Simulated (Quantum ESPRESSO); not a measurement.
# NaI (Fm-3m): a worked LO-TO splitting

Wanted: the LO mode of NaI (Fm-3m) from the TO mode and the field response.

Main program and level: Quantum ESPRESSO 7.5; DFT LDA, scalar-relativistic, plane waves, PseudoDojo norm-conserving pseudopotentials.

## (1) The relaxed structure

It takes space group Fm-3m (No. 225, cubic). The conventional cell has a = 6.263 Å, b = 6.263 Å, c = 6.263 Å, α = 90.00°, β = 90.00°, γ = 90.00°. Nearest to Na lie 6 I at 3.13 Å. I has 6 Na at 3.13 Å nearest. Farther neighbours and most contacts between anions are not listed.

As a file:

```cif
data_structure
_symmetry_space_group_name_H-M 'P 1'
_symmetry_Int_Tables_number 1
_cell_length_a 4.4284
_cell_length_b 4.4284
_cell_length_c 4.4284
_cell_angle_alpha 60.000
_cell_angle_beta 60.000
_cell_angle_gamma 60.000
_cell_volume 61.41
loop_
_atom_site_label
_atom_site_type_symbol
_atom_site_fract_x
_atom_site_fract_y
_atom_site_fract_z
_atom_site_occupancy
Na1 Na 0.00000 0.00000 0.00000 1
I2 I 0.50000 0.50000 0.50000 1
```

This is the cell after its relaxation at this level of theory, not the database cell from which that began.

## (2) What the response run gave

A linear-response run on the relaxed cell, with the response to an electric field; only its zone-centre results are used. Cutoff 88 Ry, k mesh 8×8×8.

The program printed:

```text
[banners, grids, parts of the stress and lines that vanish by symmetry left out]
Program PHONON v.7.5
     Reading xml data from directory:

[...]
Exchange-correlation= PW
                           (   1   4   0   0   0   0   0)
[...]
kinetic-energy cut-off    =      88.0000  Ry
     charge density cut-off    =     352.0000  Ry
     convergence threshold     =      1.0E-18
[...]
Exchange-correlation= PW
                           (   1   4   0   0   0   0   0)
[...]
q = (   0.0000000   0.0000000   0.0000000 )
     49 Sym.Ops. (with q -> -q+G )
     G cutoff =  624.4208  (  45911 G-vectors)     FFT grid: ( 50, 50, 50)
     number of k points=    29
[...]
Mode symmetry, O_h (m-3m)  point group:
[...]
Dielectric constant
[...]
End of electric fields calculation
          Dielectric constant in cartesian axis
          (       3.642225884       0.000000000       0.000000000 )
          (       0.000000000       3.642225884      -0.000000000 )
          (       0.000000000      -0.000000000       3.642225884 )
          Effective charges (d Force / dE) in cartesian axis without acoustic sum rule applied (asr)
           atom    1  Na    Mean Z*:        1.16738
      Ex  (        1.16738       -0.00000        0.00000 )
      Ey  (       -0.00000        1.16738       -0.00000 )
      Ez  (        0.00000       -0.00000        1.16738 )
           atom    2  I     Mean Z*:       -1.16939
      Ex  (       -1.16939       -0.00000        0.00000 )
      Ey  (       -0.00000       -1.16939       -0.00000 )
      Ez  (        0.00000       -0.00000       -1.16939 )
          Effective charges Sum: Mean:       -0.00201
[...]
Effective charges (d Force / dE) in cartesian axis with asr applied:
           atom    1  Na    Mean Z*:        1.16838
[...]
atom    2  I     Mean Z*:       -1.16838
[...]
Representation #   1 modes #   1   2   3
[...]
End of self-consistent calculation
     Convergence has been achieved
     Representation #   2 modes #   4   5   6
[...]
End of self-consistent calculation
     Convergence has been achieved
[...]
Dielectric constant in cartesian axis
          (       3.642225884       0.000000000       0.000000000 )
          (       0.000000000       3.642225884      -0.000000000 )
          (       0.000000000      -0.000000000       3.642225884 )
          Effective charges (d Force / dE) in cartesian axis without acoustic sum rule applied (asr)
           atom    1  Na    Mean Z*:        1.16738
      Ex  (        1.16738       -0.00000        0.00000 )
      Ey  (       -0.00000        1.16738       -0.00000 )
      Ez  (        0.00000       -0.00000        1.16738 )
           atom    2  I     Mean Z*:       -1.16939
      Ex  (       -1.16939       -0.00000        0.00000 )
      Ey  (       -0.00000       -1.16939       -0.00000 )
      Ez  (        0.00000       -0.00000       -1.16939 )
          Effective charges Sum: Mean:       -0.00201
[...]
Effective charges (d Force / dE) in cartesian axis with asr applied:
           atom    1  Na    Mean Z*:        1.16838
[...]
atom    2  I     Mean Z*:       -1.16838
[...]
q = (    0.000000000   0.000000000   0.000000000 )
[...]
freq (    1) =       0.108674 [THz] =       3.624964 [cm-1]
     freq (    2) =       0.108674 [THz] =       3.624964 [cm-1]
     freq (    3) =       0.108674 [THz] =       3.624964 [cm-1]
     freq (    4) =       3.913441 [THz] =     130.538331 [cm-1]
     freq (    5) =       3.913441 [THz] =     130.538331 [cm-1]
     freq (    6) =       3.913441 [THz] =     130.538331 [cm-1]
[...]
Mode symmetry, O_h (m-3m)  point group:
     freq (   1-   3) =          3.6  [cm-1]   --> T_1u G_15  G_4- I
     freq (   4-   6) =        130.5  [cm-1]   --> T_1u G_15  G_4- I

   JOB DONE.
```

| quantity | value |
| --- | --- |
| cell volume Ω (Å³) | 61.409 |
| mass of Na (u) | 22.990 |
| mass of I (u) | 126.904 |
| Born charge of Na, raw (e) | 1.167 |
| Born charge of I, raw (e) | -1.169 |
| ε∞ | 3.642 |
| ω(TO) after the sum rule (cm⁻¹) | 130.3 |

## (3) The calculation

The charges must sum to zero over the cell; taking off their mean, -0.001 e, leaves Z* = 1.168 e on Na. In the polar mode Na moves against I, so the reduced mass is μ = 22.99 × 126.90 / 149.89 = 19.464 u.

A longitudinal wave builds up a field that adds to the restoring force: ω(LO)² = ω(TO)² + 4π Z*² / (μ Ω ε∞), in Hartree atomic units. With μ = 35480 electron masses and Ω = 414.41 bohr³ the second term is 3.2034e-07 Ha², or 15431 cm⁻² (1 Ha = 219474.6 cm⁻¹).

So ω(LO) = √(16968 + 15431) = 180.0 cm⁻¹, and by the Lyddane-Sachs-Teller relation ε₀ = ε∞ (ω(LO)/ω(TO))² = 6.95.

## (4) Check against the program

The analysis program adds the same non-analytic term to the full matrix, here for q along (1 0 0).

The program printed:

```text
[banner, memory and clock lines left out]
Program DYNMAT v.7.5

     Reading Dynamical Matrix from file g.dyn
     ...Force constants read
     ...epsilon and Z* read

     Polarizability (A^3 units)
     multiply by 0.531705 for Clausius-Mossotti correction
        12.911899    0.000000    0.000000
         0.000000   12.911899   -0.000000
         0.000000   -0.000000   12.911899

     IR activities are in (D/A)^2/amu units

# mode   [cm-1]    [THz]      IR
    1     -0.00   -0.0000    0.0000
    2     -0.00   -0.0000    0.0000
    3     -0.00   -0.0000    0.0000
    4    130.26    3.9051    1.6181
    5    130.26    3.9051    1.6181
    6    179.99    5.3961    1.6181
```

ε₀ comes from the program's run without a direction of q.

| quantity | by hand | program |
| --- | --- | --- |
| ω(LO) (cm⁻¹) | 180.0 | 180.0 |
| ε₀ | 6.95 | 6.95 |

## (5) Summary of results

- TO mode: 130.3 cm⁻¹
- LO mode: 180.0 cm⁻¹
- static dielectric constant: 6.954

**Reading.** The LO mode of NaI (Fm-3m) lies at 180 cm⁻¹, 50 cm⁻¹ above the TO mode; the formula meets the program within 0.1 cm⁻¹, as it must for a cubic crystal with one polar mode. ω(LO)² − ω(TO)² goes with Z*²/ε∞: an error of 5 % in ε∞ would move the LO mode by 2.1 cm⁻¹, and semilocal functionals tend to overestimate ε∞. These are harmonic values at zero temperature, at the volume of this functional, for the structure held cubic; stability elsewhere in the zone is no part of this calculation.

[Host names and launcher messages were left out of these logs when they were recorded.]

[Logs are printed without paths, hosts, clocks, repeated set-up lines and the standing remarks that a program may print on its own settings, such as how far it seeks lower states.]

[Hosts, paths, dates, database ids (printed as entryN), source tags and the programs' standing remarks are cut or masked in the printed files.]
